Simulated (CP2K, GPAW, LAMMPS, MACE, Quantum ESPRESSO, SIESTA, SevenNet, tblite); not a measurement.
# Glassy B2O3 (90 atoms) in CP2K, part 2 of 2

Aim: run glassy B2O3 (90 atoms) in CP2K and see how near its forces come to a plane-wave reference, and at what cost.

Program: CP2K 2026.2; the method stands at each step. Banners, paths, timers and routine set-up lines are dropped from the logs unmarked, and long logs keep their key lines alone; longer cuts are marked.

So far. Step 2 (PBE, DZVP-UZH, 600/50 Ry, diagonalisation): Forces lie 13 % from the reference's, at 0.76 times its CPU time. Step 3 (PBE, DZVP-MOLOPT-SR, 600/50 Ry, TRS4 filter 1e-03, SCF …): Against the first run (13 %), the force difference from the reference is 23 %, at 0.31 times the CPU time (3 SCF steps against 14).

## Step 4: PBE, DZVP-MOLOPT-SR, 600/50 Ry, TRS4 filter 1e-07, SCF 1e-07

Method: Kohn-Sham DFT, PBE, GTH-PBE pseudopotentials, Gaussian and plane waves, DZVP-MOLOPT-SR-GTH, linear-scaling purification of the density matrix.

File input.inp:

```
&GLOBAL
  PROJECT cell
  RUN_TYPE ENERGY_FORCE
  PRINT_LEVEL LOW
&END GLOBAL
&FORCE_EVAL
  METHOD QS
  STRESS_TENSOR ANALYTICAL
  &DFT
    BASIS_SET_FILE_NAME BASIS_MOLOPT
    POTENTIAL_FILE_NAME GTH_POTENTIALS
    &MGRID
      CUTOFF 600
      REL_CUTOFF 50
      NGRIDS 5
    &END MGRID
    &QS
      EPS_DEFAULT 1.0E-10
      LS_SCF T
    &END QS
    &LS_SCF
      PURIFICATION_METHOD TRS4
      EPS_FILTER 1.0E-07
      EPS_SCF 1.0E-07
      MAX_SCF 60
      S_PRECONDITIONER ATOMIC
      MIXING_FRACTION 0.45
      REPORT_ALL_SPARSITIES F
    &END LS_SCF
    &XC
      &XC_FUNCTIONAL PBE
      &END XC_FUNCTIONAL
    &END XC
    &PRINT
      &MULLIKEN ON
      &END MULLIKEN
    &END PRINT
  &END DFT
  &SUBSYS
    &CELL
      A 10.11952 0.00000 0.00000
      B 0.00000 10.11952 0.00000
      C 0.00000 0.00000 10.11952
    &END CELL
    &TOPOLOGY
      COORD_FILE_NAME structure.xyz
      COORD_FILE_FORMAT XYZ
    &END TOPOLOGY
    &KIND B
      BASIS_SET DZVP-MOLOPT-SR-GTH-q3
      POTENTIAL GTH-PBE-q3
    &END KIND
    &KIND O
      BASIS_SET DZVP-MOLOPT-SR-GTH-q6
      POTENTIAL GTH-PBE-q6
    &END KIND
  &END SUBSYS
  &PRINT
    &FORCES ON
    &END FORCES
    &STRESS_TENSOR ON
    &END STRESS_TENSOR
  &END PRINT
&END FORCE_EVAL
```

File structure.xyz:

```xyz
90

[... 90 atom lines left out: the same atoms as in the first run ...]
```

Started as:

```
$ OMP_NUM_THREADS=1 mpirun -np 4 cp2k.psmp -i input.inp > output.txt
```

Numbers of over 12 decimals in the logs are rounded to 6 here.

The program printed:

```text
CP2K| version string:                                       CP2K version 2026.2
 CP2K| Input file name                                                 input.inp
 GLOBAL| Basis set file name                                        BASIS_MOLOPT
 GLOBAL| Potential file name                                      GTH_POTENTIALS
 GLOBAL| Run type                                                   ENERGY_FORCE
 GLOBAL| Total number of message passing processes                             4
 GLOBAL| Number of threads for this process                                    1
[... lines left out ...]
 Re-scaling the density matrix to get the right number of electrons
[... lines left out ...]
 SCF run converged in     7 steps.
[... lines left out ...]
      90     O        2          6.239605                             -0.239605
 # Total charge                            432.000022                 -0.000022
 !-----------------------------------------------------------------------------!
 ENERGY| Total FORCE_EVAL ( QS ) energy [hartree]           -971.091377
 FORCES| Atomic forces [hartree/bohr]
 FORCES|   Atom     x               y               z               |f|
 FORCES|      1  2.15818864E-04 -2.95787588E-02 -1.02735506E-02   3.13128630E-02
 FORCES|      2  2.42453951E-02 -3.30487201E-03 -3.36770784E-02   4.16281992E-02
 FORCES|      3 -3.67918216E-02  7.33966682E-03 -4.55546555E-03   3.77923419E-02
[...]
FORCES|     89  1.96773182E-02  6.71176795E-03 -7.02304446E-03   2.19446539E-02
 FORCES|     90  5.71135146E-03  8.55921242E-03 -2.73435415E-03   1.06468937E-02
 FORCES| Sum    -1.63888083E-02  2.51063983E-03 -5.01596452E-03
 FORCES| Total atomic force                                       1.73221318E-02
 STRESS| Analytical stress tensor [bar]
 STRESS|                        x                   y                   z
 STRESS|      x       -7.27083347291E+04  -1.50361583772E+04  -8.30777524821E+03
 STRESS|      y       -1.50361583772E+04  -6.50654375307E+04   1.88657989660E+04
 STRESS|      z       -8.30777524821E+03   1.88657989660E+04  -1.04620883420E+05
 STRESS| 1/3 Trace                                            -8.07982185598E+04
```

It took 30 s on 4 MPI ranks of Arm Neoverse V2, shared host; peak memory 2.3 GiB; 2 min of CPU time.

Compared with the plane-wave run:

```
r.m.s. force component                          : 0.7329 eV/Å
r.m.s. difference of force components           : 85.92 meV/Å
longest difference of force vectors             : 319.5 meV/Å
force difference over r.m.s. force              : 12.14 %
slope of forces against the reference's         : 1.029
correlation of force components                 : 0.9935
pressure                                        : -8.08 GPa
pressure difference                             : 2.058 GPa
energy less the same-level run's                : 0.0058 meV/atom
r.m.s. force difference from the same-level run : 9.226 meV/Å
```

Against the first run (13 %), the force difference from the reference is 12 %, at 0.55 times the CPU time (7 SCF steps against 14).

The difference per atom is largest on O (0.18 eV/Å on average, against 0.040 on B). The forces add up to 0.89 eV/Å instead of zero, usually a sign of too coarse a grid.

## Step 5: PBE, DZVP-MOLOPT-SR, 600/50 Ry, diagonalisation

Method: Kohn-Sham DFT, PBE, GTH-PBE pseudopotentials, Gaussian and plane waves, DZVP-MOLOPT-SR-GTH, diagonalisation.

File input.inp:

```
&GLOBAL
  PROJECT cell
  RUN_TYPE ENERGY_FORCE
  PRINT_LEVEL LOW
&END GLOBAL
&FORCE_EVAL
  METHOD QS
  STRESS_TENSOR ANALYTICAL
  &DFT
    BASIS_SET_FILE_NAME BASIS_MOLOPT
    POTENTIAL_FILE_NAME GTH_POTENTIALS
    &MGRID
      CUTOFF 600
      REL_CUTOFF 50
      NGRIDS 5
    &END MGRID
    &QS
      EPS_DEFAULT 1.0E-12
    &END QS
    &SCF
      SCF_GUESS ATOMIC
      EPS_SCF 5.0E-06
      MAX_SCF 200
      ADDED_MOS 14
      &DIAGONALIZATION
        ALGORITHM STANDARD
      &END DIAGONALIZATION
      &SMEAR ON
        METHOD FERMI_DIRAC
        ELECTRONIC_TEMPERATURE [K] 580
      &END SMEAR
      &MIXING
        METHOD BROYDEN_MIXING
        ALPHA 0.3
        NBROYDEN 12
      &END MIXING
      &PRINT
        &RESTART OFF
        &END RESTART
      &END PRINT
    &END SCF
    &XC
      &XC_FUNCTIONAL PBE
      &END XC_FUNCTIONAL
    &END XC
    &PRINT
      &MULLIKEN ON
      &END MULLIKEN
      &HIRSHFELD ON
        SHAPE_FUNCTION DENSITY
      &END HIRSHFELD
      &MO ON
        EIGENVALUES T
        OCCUPATION_NUMBERS T
        MO_INDEX_RANGE 205 228
        &EACH
          QS_SCF 0
        &END EACH
        ADD_LAST NUMERIC
      &END MO
    &END PRINT
  &END DFT
  &SUBSYS
    &CELL
      A 10.11952 0.00000 0.00000
      B 0.00000 10.11952 0.00000
      C 0.00000 0.00000 10.11952
    &END CELL
    &COORD
[... 90 atom lines left out: the same atoms as in the first run ...]
    &END COORD
    &KIND B
      BASIS_SET DZVP-MOLOPT-SR-GTH-q3
      POTENTIAL GTH-PBE-q3
    &END KIND
    &KIND O
      BASIS_SET DZVP-MOLOPT-SR-GTH-q6
      POTENTIAL GTH-PBE-q6
    &END KIND
  &END SUBSYS
  &PRINT
    &FORCES ON
    &END FORCES
    &STRESS_TENSOR ON
    &END STRESS_TENSOR
  &END PRINT
&END FORCE_EVAL
```

The program printed:

```text
CP2K| version string:                                       CP2K version 2026.2
 CP2K| Input file name                                                 input.inp
 GLOBAL| Basis set file name                                        BASIS_MOLOPT
 GLOBAL| Potential file name                                      GTH_POTENTIALS
 GLOBAL| Run type                                                   ENERGY_FORCE
 GLOBAL| Total number of message passing processes                             4
 GLOBAL| Number of threads for this process                                    1
 TOTAL NUMBERS AND MAXIMUM NUMBERS
  Total number of            - Atomic kinds:                                   2
                             - Atoms:                                         90
[... lines left out ...]
                        Smear method:                                FERMI_DIRAC
[... lines left out ...]
 Number of electrons:                                                        432
[... lines left out ...]
  Step     Update method      Time    Convergence         Total energy    Change
[... lines left out ...]
  *** SCF run converged in    14 steps ***
[... lines left out ...]
  Fermi energy:                                                 0.133314
  Total energy:                                              -971.091326
  Total energy (extrapolated to T->0):                       -971.091326
[... lines left out ...]
 MO| E(Fermi):            0.133314 a.u.          3.627665 eV
[... lines left out ...]
 !-----------------------------------------------------------------------------!
 !-----------------------------------------------------------------------------!
                           Hirshfeld Charges
  #Atom  Element  Kind  Ref Charge     Population                    Net charge
      1       B      1       3.000          2.683                         0.317
      2       B      1       3.000          2.662                         0.338
      3       B      1       3.000          2.679                         0.321
[...]
89       O      2       6.000          6.225                        -0.225
     90       O      2       6.000          6.212                        -0.212
  Total Charge                                                           -0.000
 !-----------------------------------------------------------------------------!
 ENERGY| Total FORCE_EVAL ( QS ) energy [hartree]           -971.091396
 FORCES| Atomic forces [hartree/bohr]
 FORCES|   Atom     x               y               z               |f|
 FORCES|      1  2.99053725E-04 -2.96601643E-02 -1.02426264E-02   3.13803469E-02
 FORCES|      2  2.43137716E-02 -2.45297217E-03 -3.37822122E-02   4.16942973E-02
 FORCES|      3 -3.68684490E-02  7.08062432E-03 -4.26328999E-03   3.77835071E-02
[...]
FORCES|     89  1.96794728E-02  6.65955117E-03 -7.02099057E-03   2.19300155E-02
 FORCES|     90  5.70326349E-03  8.56500069E-03 -2.72225698E-03   1.06441127E-02
 FORCES| Sum    -1.63910557E-02  2.50872695E-03 -5.01508250E-03
 FORCES| Total atomic force                                       1.73237257E-02
 STRESS| Analytical stress tensor [bar]
 STRESS|                        x                   y                   z
 STRESS|      x       -7.27719049479E+04  -1.50877896369E+04  -8.18016676660E+03
 STRESS|      y       -1.50877896369E+04  -6.48743337997E+04   1.89341827039E+04
 STRESS|      z       -8.18016676660E+03   1.89341827039E+04  -1.04604419738E+05
 STRESS| 1/3 Trace                                            -8.07502194951E+04
```

The job ended after 46 s (4 MPI ranks; peak memory 3.7 GiB).

Numbers from this run, and their distance from the reference:

```
r.m.s. force component                           : 0.7342 eV/Å
r.m.s. difference of force components            : 85.87 meV/Å
longest difference of force vectors              : 318.4 meV/Å
force difference over r.m.s. force               : 12.14 %
slope of forces against the reference's          : 1.031
correlation of force components                  : 0.9936
gap (highest filled to lowest empty level) : 4.636 eV
gap difference                                   : -0.0272 eV
pressure                                         : -8.075 GPa
pressure difference                              : 2.063 GPa
```

Against the first run (13 %), the force difference from the reference is 12 %, at 0.84 times the CPU time, with 1170 basis functions against 1170; this set comes with other potentials too, so the change isn't the basis's alone.

The difference per atom is largest on O (0.18 eV/Å on average, against 0.038 on B). The forces add up to 0.89 eV/Å instead of zero, usually a sign of too coarse a grid.

## Step 6: Side by side

Differences are against the plane-wave reference, forces as r.m.s. over components; share is that over the reference's r.m.s. force, slope the least-squares factor from reference forces to these. Total energies of different programs have different zeros and aren't compared.

```tsv
run	Δ force, r.m.s. (meV/Å)	share (%)	slope	Δ pressure (GPa)	Δ gap (eV)	cores	CPU time	memory (GiB)
reference	-	-	-	-	-	4	4.8 min	2.8
CP2K PBE, DZVP-UZH, 600/50 Ry, diagonalisation	90.8	12.8	1.042	1.84	-0.0456	4	3.6 min	3.7
CP2K PBE, DZVP-MOLOPT-SR, 600/50 Ry, TRS4 filter 1e-03, SCF 1e-04 (coarse)	161	22.7	0.922	3.65	-	4	68 s	2.3
CP2K PBE, DZVP-MOLOPT-SR, 600/50 Ry, TRS4 filter 1e-07, SCF 1e-07	85.9	12.1	1.029	2.06	-	4	2 min	2.3
CP2K PBE, DZVP-MOLOPT-SR, 600/50 Ry, diagonalisation	85.9	12.1	1.031	2.06	-0.0272	4	3.1 min	3.7
```

Rows marked coarse were listed beforehand as settings not expected to be converged; some can still land near the reference.

CPU time is summed over cores on a shared host, where runs went side by side, so it is rough. Symmetry, cutoffs, thresholds, outputs and thread counts weren't matched or tuned between programs; memory under MPI is the largest rank's times the ranks.

Mean charges by element (e), by run and scheme:

```tsv
run	scheme	B	O
CP2K PBE, DZVP-UZH, 600/50 Ry, diagonalisation	Mulliken	+0.41	-0.28
CP2K PBE, DZVP-UZH, 600/50 Ry, diagonalisation	Hirshfeld	+0.32	-0.21
CP2K PBE, DZVP-MOLOPT-SR, 600/50 Ry, TRS4 filter 1e-07, SCF 1e-07	Mulliken	+0.32	-0.21
CP2K PBE, DZVP-MOLOPT-SR, 600/50 Ry, diagonalisation	Mulliken	+0.32	-0.21
CP2K PBE, DZVP-MOLOPT-SR, 600/50 Ry, diagonalisation	Hirshfeld	+0.32	-0.22
```

Within one program, basis, potentials and functional, energies share a zero. Each run against its twin at the usual cutoff or grid and solver:

```tsv
run	twin	Δ energy (meV/atom)	Δ force, r.m.s. (meV/Å)	CPU time over the twin's
CP2K PBE, DZVP-MOLOPT-SR, 600/50 Ry, TRS4 filter 1e-03, SCF 1e-04	DZVP-MOLOPT-SR, 600/50 Ry, diagonalisation	43.7	136	0.37
CP2K PBE, DZVP-MOLOPT-SR, 600/50 Ry, TRS4 filter 1e-07, SCF 1e-07	DZVP-MOLOPT-SR, 600/50 Ry, diagonalisation	0.0058	9.23	0.65
```

## Step 7: Outcome

* nearest in forces: a tie at 12 % of 2 runs: CP2K PBE, DZVP-MOLOPT-SR, 600/50 Ry, TRS4 filter 1e-07, SCF 1e-07; CP2K PBE, DZVP-MOLOPT-SR, 600/50 Ry, diagonalisation

The PBE runs in local orbitals, coarse settings apart, differ by 12 % (CP2K PBE, DZVP-MOLOPT-SR, 600/50 Ry, diagonalisation) to 13 % (CP2K PBE, DZVP-UZH, 600/50 Ry, diagonalisation); basis, grid and potentials can all enter. Runs with settings chosen to be coarse differ by 23 % (CP2K PBE, DZVP-MOLOPT-SR, 600/50 Ry, TRS4 filter 1e-03, SCF 1e-04), their programs' other errors included. Of the electronic-structure runs that take under half the reference's CPU time, CP2K PBE, DZVP-MOLOPT-SR, 600/50 Ry, TRS4 filter 1e-07, SCF 1e-07 comes nearest, at 12 % in 2 min against 4.8 min; its pressure misses by +2.1 GPa. At the same functional, gaps differ from the reference's 4.66 eV by between -0.05 and -0.03 eV. In pressure, CP2K PBE, DZVP-MOLOPT-SR, 600/50 Ry, TRS4 filter 1e-03, SCF 1e-04 misses by +3.6 GPa, at the same functional. Charges hang on scheme and program or settings: among these rows the mean for B runs from +0.32 to +0.41 e. With TRS4, tightening the sparsity filter from 1e-03 to 1e-07, and the SCF threshold with it, takes the force difference from the cubic solver from 136 to 9.2 meV/Å, and the CPU time from 0.37 to 0.65 times the cubic solver's. The reference's pressure holds the uncorrected Pulay stress of its 60 Ry basis, so small pressure differences, and their order, may be the reference's own error. The quench rate of 50 K/ps is many orders above laboratory rates, so the cell is likely richer in defects and strain than a real sample. The network of bonds at the start is that of the classical potential that made the cell, and needn't be the one that DFT or experiment would give. The reference's stress is far from hydrostatic: its diagonal is -9.2, -8.5, -12.8 GPa, compression counted positive. The electronic-structure runs sample only Γ, in a cell whose shortest periodic width is 10 Å.

[Also dropped from logs without a mark: logging warnings of Python, and SIESTA's first energy breakdown and zero terms.]

[Logs are printed without paths, hosts, clocks, repeated set-up lines and the standing remarks that a program may print on its own settings, such as how far it seeks lower states.]

[Hosts, paths, dates, database ids (printed as entryN), source tags and the programs' standing remarks are cut or masked in the printed files.]
